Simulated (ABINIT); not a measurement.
# KNaMg2F6 (Fm-3m): changed settings of a GW run in ABINIT

What do changed inputs do to GW on KNaMg2F6 (Fm-3m)?

Method: LDA and many-body steps on it, plane waves, in ABINIT 10.8.3.

### Step 1. The structure

Symmetry: Fm-3m, No. 225, cubic system. Conventional cell: a = 8.015 Å, b = 8.015 Å, c = 8.015 Å, α = 90.00°, β = 90.00°, γ = 90.00°. Nearest to K lie 12 F at 2.83 Å. Nearest to Na lie 12 F at 2.83 Å. Nearest to Mg lie 6 F at 2.00 Å. Nearest to F lie 2 Mg at 2.00 Å and 2 Na at 2.83 Å and 2 K at 2.83 Å. Farther neighbours and most contacts between anions are not listed.

The cell and positions are those that the Materials Project relaxed with its own functionals (PBE, PBE+U or r2SCAN), kept fixed.

### Step 2. Screening, 2×2×2 mesh, 83 bands, screening to 87.1 eV

This step: ABINIT 10.8.3; RPA screening on LDA, plane waves, norm-conserving pseudopotentials.

The RPA dielectric matrix is built and inverted for each q.

Input file run.abi:

```
acell 3*1.0 Angstrom
rprim 
  -0.000000000000 4.007551000000 4.007551000000
  4.007551000000 -0.000000000000 4.007551000000
  4.007551000000 4.007551000000 -0.000000000000
ntypat 4
znucl 19 11 12 9
natom 10
typat 1 2 3 3 4 4 4 4 4 4
xred 
  0.000000000000 0.000000000000 0.000000000000
  0.500000000000 0.500000000000 0.500000000000
  0.250000000000 0.250000000000 0.250000000000
  0.750000000000 0.750000000000 0.750000000000
  0.500000000000 0.500000000000 0.000000000000
  0.000000000000 0.000000000000 0.500000000000
  0.500000000000 0.000000000000 0.500000000000
  0.000000000000 0.500000000000 0.000000000000
  0.000000000000 0.500000000000 0.500000000000
  0.500000000000 0.000000000000 0.000000000000
pp_dirpath "pseudos"
pseudos "K.upf, Na.upf, Mg.upf, F.upf"
ecut 38
ngkpt 2 2 2
nshiftk 1
shiftk 0 0 0
kptopt 1
chksymbreak 0
istwfk *1
occopt 1
irdwfk 1
optdriver 3
nband 83
ecuteps 3.2
inclvkb 2
awtr 1
symchi 1
indata_prefix "in"
outdata_prefix "out"
tmpdata_prefix "tmp"
```

Command:

```sh
OMP_NUM_THREADS=1 mpirun -n 4 abinit run.abi > log
```

Log:

```text
.Version 10.8.3 of ABINIT. v10.8.2 released Aug 2026.

 Symmetries : space group Fm -3 m (#225); Bravais cF (face-center cubic)
[... echo of the input left out ...]
== DATASET  1 ==================================================================
-   mpi_nproc: 4, omp_nthreads: 1 (-1 if OMP is not activated)

--- !DatasetInfo
iteration_state: {dtset: 1, }
dimensions: {natom: 10, nkpt: 3, mband: 83, nsppol: 1, nspinor: 1, nspden: 1, mpw: 9756, }
cutoff_energies: {ecut:  38.0, pawecutdg:  -1.0, }
electrons: {nelect:   8.00000000E+01, charge:   0.00000000E+00, occopt:   1.00000000E+00, tsmear:   1.00000000E-02, }

 SCREENING: Calculation of the susceptibility and dielectric matrices

 Based on a program developped by R.W. Godby, V. Olevano, G. Onida, and L. Reining.
 Incorporated in ABINIT by V. Olevano, G.-M. Rignanese, and M. Torrent.
.Using double precision arithmetic ; gwpc =  8

[... cell and pseudopotentials left out ...]
--------------------------------------------------------------------------------

 ==== K-mesh for the wavefunctions ====
 Number of points in the irreducible wedge :     3
[... list of points left out ...]
 Together with 48 symmetry operations and time-reversal symmetry
 yields     8 points in the full Brillouin Zone.

 ==== Q-mesh for the screening function ====
 Number of points in the irreducible wedge :     3
[... list of points left out ...]
 Together with 48 symmetry operations and time-reversal symmetry
 yields     8 points in the full Brillouin Zone.

 setmesh: FFT mesh size selected  =    40x   40x   40
          total number of points  =        64000

 vcoul_init : cutoff-mode = AUXILIARY_FUNCTION
 q-points for optical limit:   1
     1)      0.000010    0.000020    0.000030

- screening: taking advantage of time-reversal symmetry
- Maximum band index for partially occupied states nbvw = 40
- Remaining bands to be divided among processors   nbcw = 43
- Number of bands treated by each node ~10

 Number of electrons calculated from density =   80.0000; Expected =   80.0000
 average of density, n =  0.092093
 r_s =    1.3737
 omega_plasma =   29.2731 [eV]

 calculating chi0 at frequencies [eV] :
  1    0.000000E+00    0.000000E+00
  2    0.000000E+00    2.927310E+01

--------------------------------------------------------------------------------
  q-point number  1        q = ( 0.000000, 0.000000, 0.000000) [r.l.u.]
--------------------------------------------------------------------------------
[... chi0 elements left out ...]
 For q-point:  0.000010 0.000020 0.000030
  dielectric constant =   1.9270
  dielectric constant without local fields =   2.0099

  Average fulfillment of the sum rule on Im[epsilon] for q-point    1 :     18.76  [%]
[... wings left out ...]
  q-point number  2        q = ( 0.500000, 0.000000, 0.000000) [r.l.u.]
--------------------------------------------------------------------------------
[... chi0 elements left out ...]
  Average fulfillment of the sum rule on Im[epsilon] for q-point    2 :     23.32  [%]

 [... 1 further q-points ...]
```

The job ended after 19 s (4 MPI ranks of Arm Neoverse V2, shared host; peak memory 1.4 GiB).

This step gave:

```yaml
eps_infinity_with_local_fields_on_this_mesh_along_the_program_s_q_direction: 1.927
the_same_without_local_fields: 2.010
plasma_frequency: 29.27 eV
plane_waves_in_the_screening_matrix: 259
```

Local fields lower ε∞ by 4 %. On a Γ-centred mesh this coarse the value itself is usually too large, while a short band sum pulls it down.

### Step 3. Base

The self-energy is evaluated for the states that the input lists, and the levels follow from it, in one-shot runs by the linearised quasiparticle equation.

This step: G0W0 on LDA, plane waves, norm-conserving pseudopotentials.

run.abi: that of step 2 with these lines changed.

```diff
@@ -31,8 +31,15 @@
 irdwfk 1
-optdriver 3
+optdriver 4
 nband 83
+gwcalctyp 0
+ecutsigx 38
+symsigma 1
+nkptgw 1
+kptgw 
+  0.0000000000 0.0000000000 0.0000000000
+bdgw 
+  38 44
 ecuteps 3.2
-inclvkb 2
-awtr 1
-symchi 1
+irdscr 1
+ppmodel 1
 indata_prefix "in"
```

Log:

```text
.Version 10.8.3 of ABINIT. v10.8.2 released Aug 2026.

 Symmetries : space group Fm -3 m (#225); Bravais cF (face-center cubic)
[... echo of the input left out ...]
== DATASET  1 ==================================================================
-   mpi_nproc: 4, omp_nthreads: 1 (-1 if OMP is not activated)

--- !DatasetInfo
iteration_state: {dtset: 1, }
dimensions: {natom: 10, nkpt: 3, mband: 83, nsppol: 1, nspinor: 1, nspden: 1, mpw: 9756, }
cutoff_energies: {ecut:  38.0, pawecutdg:  -1.0, }
electrons: {nelect:   8.00000000E+01, charge:   0.00000000E+00, occopt:   1.00000000E+00, tsmear:   1.00000000E-02, }

 SIGMA: Calculation of the GW corrections

 Based on a program developped by R.W. Godby, V. Olevano, G. Onida, and L. Reining.
 Incorporated in ABINIT by V. Olevano, G.-M. Rignanese, and M. Torrent.
.Using double precision arithmetic ; gwpc =  8

[... cell and pseudopotentials left out ...]
--------------------------------------------------------------------------------

 ==== K-mesh for the wavefunctions ====
 Number of points in the irreducible wedge :     3
[... list of points left out ...]
 Together with 48 symmetry operations and time-reversal symmetry
 yields     8 points in the full Brillouin Zone.

 ==== Q-mesh for screening function ====
 Number of points in the irreducible wedge :     3
[... list of points left out ...]
 Together with 48 symmetry operations and time-reversal symmetry
 yields     8 points in the full Brillouin Zone.

 vcoul_init : cutoff-mode = AUXILIARY_FUNCTION
 q-points for optical limit:   1
     1)      0.000010    0.000020    0.000030
 setmesh: FFT mesh size selected  =    60x   60x   60
          total number of points  =       216000

 Number of electrons calculated from density =   80.0000; Expected =   80.0000
 average of density, n =  0.092093
 r_s =    1.3737
 omega_plasma =   29.2731 [eV]

 === KS Band Gaps ===
  >>>> For spin  1
   Minimum direct gap =   6.0008 [eV], located at k-point      :   0.0000  0.0000  0.0000
   Fundamental gap    =   6.0008 [eV], Top of valence bands at :   0.0000  0.0000  0.0000
                                       Bottom of conduction at :   0.0000  0.0000  0.0000
 SIGMA fundamental parameters:
 PLASMON POLE MODEL  1
 number of plane-waves for SigmaX                 9721
 number of plane-waves for SigmaC and W            259
 number of plane-waves for wavefunctions          9721
 number of bands                                    83
 number of independent spin polarizations            1
 number of spinorial components                      1
 number of k-points in IBZ                           3
 number of q-points in IBZ                           3
 number of symmetry operations                      48
 number of k-points in BZ                            8
 number of q-points in BZ                            8
 number of frequencies for dSigma/dE                 9
 frequency step for dSigma/dE [eV]                0.25
 number of omega for Sigma on real axis              0
 max omega for Sigma on real axis  [eV]           0.00
 zcut for avoiding poles [eV]                     0.10

 EPSILON^-1 parameters (SCR file):
 dimension of the eps^-1 matrix on file            259
 dimension of the eps^-1 matrix used               259
 number of plane-waves for wavefunctions          9721
 number of bands                                    83
 number of q-points in IBZ                           3
 number of frequencies                               2
 number of real frequencies                          1
 number of imag frequencies                          1

 matrix elements of self-energy operator (all in [eV])

 Perturbative Calculation

--- !SelfEnergy_ee
iteration_state: {dtset: 1, }
kpoint     : [   0.000,    0.000,    0.000, ]
spin       : 1
KS_gap     :    6.001
QP_gap     :   10.688
Delta_QP_KS:    4.687
data: !SigmaeeData |
     Band     E0 <VxcDFT>   SigX SigC(E0)      Z dSigC/dE  Sig(E)    E-E0       E
       38  -0.542 -22.621 -30.019   4.879   0.819  -0.220 -24.685  -2.064  -2.606
       39  -0.542 -22.621 -30.019   4.879   0.819  -0.220 -24.685  -2.064  -2.606
       40  -0.542 -22.621 -30.019   4.879   0.819  -0.220 -24.685  -2.064  -2.606
       41   5.459 -10.362  -5.397  -2.064   0.904  -0.106  -7.739   2.623   8.082
       42  10.139 -11.593  -5.443  -2.126   0.900  -0.111  -7.970   3.622  13.761
       43  10.139 -11.593  -5.443  -2.126   0.900  -0.111  -7.970   3.622  13.761
       44  10.139 -11.593  -5.443  -2.126   0.900  -0.111  -7.970   3.622  13.761

== END DATASET(S) ==============================================================
================================================================================

 -outvars: echo values of variables after computation  --------
           etotal      0.0000000000E+00
            nband          83
             nkpt           3
          spgroup         225
 [... the other variables as echoed above ...]

 Calculation completed.
```

Run time: 5.7 s. Hardware: 4 MPI ranks; peak memory 0.49 GiB.

Numbers from this step:

```yaml
g0w0_gap_on_the_points_computed: 10.69 eV
starting_gap_on_the_mesh: 6.001 eV
k_of_the_valence_top: 0, 0, 0
k_of_the_conduction_bottom: 0, 0, 0
z_at_the_valence_top: 0.819
z_at_the_conduction_bottom: 0.904
least_direct_g0w0_gap_on_the_computed_points: 10.69 eV
```

The gap on the mesh goes from 6.00 eV to 10.69 eV, a correction of +4.69 eV.

### Step 4. Fewer bands in the self-energy

run.abi: that of step 3 with these lines changed.

```diff
@@ -32,3 +32,3 @@
 optdriver 4
-nband 83
+nband 60
 gwcalctyp 0
```

Log:

```text
.Version 10.8.3 of ABINIT. v10.8.2 released Aug 2026.

 Symmetries : space group Fm -3 m (#225); Bravais cF (face-center cubic)
[... echo of the input left out ...]
== DATASET  1 ==================================================================
-   mpi_nproc: 4, omp_nthreads: 1 (-1 if OMP is not activated)

--- !DatasetInfo
iteration_state: {dtset: 1, }
dimensions: {natom: 10, nkpt: 3, mband: 60, nsppol: 1, nspinor: 1, nspden: 1, mpw: 9756, }
cutoff_energies: {ecut:  38.0, pawecutdg:  -1.0, }
electrons: {nelect:   8.00000000E+01, charge:   0.00000000E+00, occopt:   1.00000000E+00, tsmear:   1.00000000E-02, }

 SIGMA: Calculation of the GW corrections

 Based on a program developped by R.W. Godby, V. Olevano, G. Onida, and L. Reining.
 Incorporated in ABINIT by V. Olevano, G.-M. Rignanese, and M. Torrent.
.Using double precision arithmetic ; gwpc =  8

[... cell and pseudopotentials left out ...]
--------------------------------------------------------------------------------

 ==== K-mesh for the wavefunctions ====
 Number of points in the irreducible wedge :     3
[... list of points left out ...]
 Together with 48 symmetry operations and time-reversal symmetry
 yields     8 points in the full Brillouin Zone.

 ==== Q-mesh for screening function ====
 Number of points in the irreducible wedge :     3
[... list of points left out ...]
 Together with 48 symmetry operations and time-reversal symmetry
 yields     8 points in the full Brillouin Zone.

 vcoul_init : cutoff-mode = AUXILIARY_FUNCTION
 q-points for optical limit:   1
     1)      0.000010    0.000020    0.000030
 setmesh: FFT mesh size selected  =    60x   60x   60
          total number of points  =       216000

 Number of electrons calculated from density =   80.0000; Expected =   80.0000
[...]
number of q-points in BZ                            8
 number of frequencies for dSigma/dE                 9
 frequency step for dSigma/dE [eV]                0.25
 number of omega for Sigma on real axis              0
 max omega for Sigma on real axis  [eV]           0.00
 zcut for avoiding poles [eV]                     0.10

 EPSILON^-1 parameters (SCR file):
 dimension of the eps^-1 matrix on file            259
 dimension of the eps^-1 matrix used               259
 number of plane-waves for wavefunctions          9721
 number of bands                                    83
 number of q-points in IBZ                           3
 number of frequencies                               2
 number of real frequencies                          1
 number of imag frequencies                          1

 matrix elements of self-energy operator (all in [eV])

 Perturbative Calculation

--- !SelfEnergy_ee
iteration_state: {dtset: 1, }
kpoint     : [   0.000,    0.000,    0.000, ]
spin       : 1
KS_gap     :    6.001
QP_gap     :   10.746
Delta_QP_KS:    4.746
data: !SigmaeeData |
     Band     E0 <VxcDFT>   SigX SigC(E0)      Z dSigC/dE  Sig(E)    E-E0       E
       38  -0.542 -22.621 -30.019   5.011   0.821  -0.218 -24.581  -1.960  -2.502
       39  -0.542 -22.621 -30.019   5.011   0.821  -0.218 -24.581  -1.960  -2.502
       40  -0.542 -22.621 -30.019   5.011   0.821  -0.218 -24.581  -1.960  -2.502
       41   5.459 -10.362  -5.397  -1.896   0.908  -0.102  -7.576   2.786   8.245
       42  10.139 -11.593  -5.443  -1.742   0.909  -0.101  -7.588   4.005  14.144
       43  10.139 -11.593  -5.443  -1.742   0.909  -0.101  -7.588   4.005  14.144
       44  10.139 -11.593  -5.443  -1.742   0.909  -0.101  -7.588   4.005  14.144

== END DATASET(S) ==============================================================
================================================================================

 -outvars: echo values of variables after computation  --------
           etotal      0.0000000000E+00
            nband          60
             nkpt           3
          spgroup         225
 [... the other variables as echoed above ...]

 Calculation completed.
```

Elapsed: 5.3 s, on 4 MPI ranks; peak memory 0.5 GiB.

Numbers from this step:

```yaml
g0w0_gap_on_the_points_computed: 10.75 eV
starting_gap_on_the_mesh: 6.001 eV
k_of_the_valence_top: 0, 0, 0
k_of_the_conduction_bottom: 0, 0, 0
z_at_the_valence_top: 0.821
z_at_the_conduction_bottom: 0.908
least_direct_g0w0_gap_on_the_computed_points: 10.75 eV
```

### Step 5. Smaller part of the screening matrix

run.abi: that of step 4 with these lines changed.

```diff
@@ -32,3 +32,3 @@
 optdriver 4
-nband 60
+nband 83
 gwcalctyp 0
@@ -41,3 +41,3 @@
   38 44
-ecuteps 3.2
+ecuteps 1.6
 irdscr 1
```

Log:

```text
.Version 10.8.3 of ABINIT. v10.8.2 released Aug 2026.

 Symmetries : space group Fm -3 m (#225); Bravais cF (face-center cubic)
[... echo of the input left out ...]
== DATASET  1 ==================================================================
-   mpi_nproc: 4, omp_nthreads: 1 (-1 if OMP is not activated)

--- !DatasetInfo
iteration_state: {dtset: 1, }
dimensions: {natom: 10, nkpt: 3, mband: 83, nsppol: 1, nspinor: 1, nspden: 1, mpw: 9756, }
cutoff_energies: {ecut:  38.0, pawecutdg:  -1.0, }
electrons: {nelect:   8.00000000E+01, charge:   0.00000000E+00, occopt:   1.00000000E+00, tsmear:   1.00000000E-02, }

 SIGMA: Calculation of the GW corrections

 Based on a program developped by R.W. Godby, V. Olevano, G. Onida, and L. Reining.
 Incorporated in ABINIT by V. Olevano, G.-M. Rignanese, and M. Torrent.
.Using double precision arithmetic ; gwpc =  8

[... cell and pseudopotentials left out ...]
--------------------------------------------------------------------------------

 ==== K-mesh for the wavefunctions ====
 Number of points in the irreducible wedge :     3
[... list of points left out ...]
 Together with 48 symmetry operations and time-reversal symmetry
 yields     8 points in the full Brillouin Zone.

 ==== Q-mesh for screening function ====
 Number of points in the irreducible wedge :     3
[... list of points left out ...]
 Together with 48 symmetry operations and time-reversal symmetry
 yields     8 points in the full Brillouin Zone.

 vcoul_init : cutoff-mode = AUXILIARY_FUNCTION
 q-points for optical limit:   1
     1)      0.000010    0.000020    0.000030
 setmesh: FFT mesh size selected  =    60x   60x   60
          total number of points  =       216000

 Number of electrons calculated from density =   80.0000; Expected =   80.0000
[...]
number of q-points in BZ                            8
 number of frequencies for dSigma/dE                 9
 frequency step for dSigma/dE [eV]                0.25
 number of omega for Sigma on real axis              0
 max omega for Sigma on real axis  [eV]           0.00
 zcut for avoiding poles [eV]                     0.10

 EPSILON^-1 parameters (SCR file):
 dimension of the eps^-1 matrix on file            259
 dimension of the eps^-1 matrix used                65
 number of plane-waves for wavefunctions          9721
 number of bands                                    83
 number of q-points in IBZ                           3
 number of frequencies                               2
 number of real frequencies                          1
 number of imag frequencies                          1

 matrix elements of self-energy operator (all in [eV])

 Perturbative Calculation

--- !SelfEnergy_ee
iteration_state: {dtset: 1, }
kpoint     : [   0.000,    0.000,    0.000, ]
spin       : 1
KS_gap     :    6.001
QP_gap     :   11.936
Delta_QP_KS:    5.935
data: !SigmaeeData |
     Band     E0 <VxcDFT>   SigX SigC(E0)      Z dSigC/dE  Sig(E)    E-E0       E
       38  -0.542 -22.621 -30.019   3.421   0.867  -0.153 -26.069  -3.448  -3.990
       39  -0.542 -22.621 -30.019   3.421   0.867  -0.153 -26.069  -3.448  -3.990
       40  -0.542 -22.621 -30.019   3.421   0.867  -0.153 -26.069  -3.448  -3.990
       41   5.459 -10.362  -5.397  -2.225   0.908  -0.101  -7.875   2.487   7.946
       42  10.139 -11.593  -5.443  -2.251   0.904  -0.106  -8.067   3.526  13.665
       43  10.139 -11.593  -5.443  -2.251   0.904  -0.106  -8.067   3.526  13.665
       44  10.139 -11.593  -5.443  -2.251   0.904  -0.106  -8.067   3.526  13.665

== END DATASET(S) ==============================================================
================================================================================

 -outvars: echo values of variables after computation  --------
           etotal      0.0000000000E+00
            nband          83
             nkpt           3
          spgroup         225
 [... the other variables as echoed above ...]

 Calculation completed.
```

It took 4.5 s on 4 MPI ranks; peak memory 0.5 GiB.

This step gave:

| Property | Result |
| --- | --- |
| G0W0 gap on the points computed | 11.94 eV |
| starting gap on the mesh | 6.001 eV |
| k of the valence top | 0, 0, 0 |
| k of the conduction bottom | 0, 0, 0 |
| Z at the valence top | 0.867 |
| Z at the conduction bottom | 0.908 |
| least direct G0W0 gap on the computed points | 11.94 eV |

(Part 1 of 2 ends here.)

[Paths, hosts, dates, memory and timing lines, banners, echoed tables and standing remarks are left out of the program output.]

[Logs are printed without paths, hosts, clocks, repeated set-up lines and the standing remarks that a program may print on its own settings, such as how far it seeks lower states.]

[Runs of the session that timed out or met a known fault of the program may be left out.]

[Hosts, paths, dates, database ids (printed as entryN), source tags and the programs' standing remarks are cut or masked in the printed files.]

[G0W0 gaps are taken among the corrected bands and points alone; a level outside them can change the order at an edge.]

[Where Ansatz stands beside ABINIT at settings called matched, ABINIT's density can come from a denser mesh and the files from another edition; pairs whose starting gaps differed by over 0.03 eV were left out, so agreement reads better than it is.]
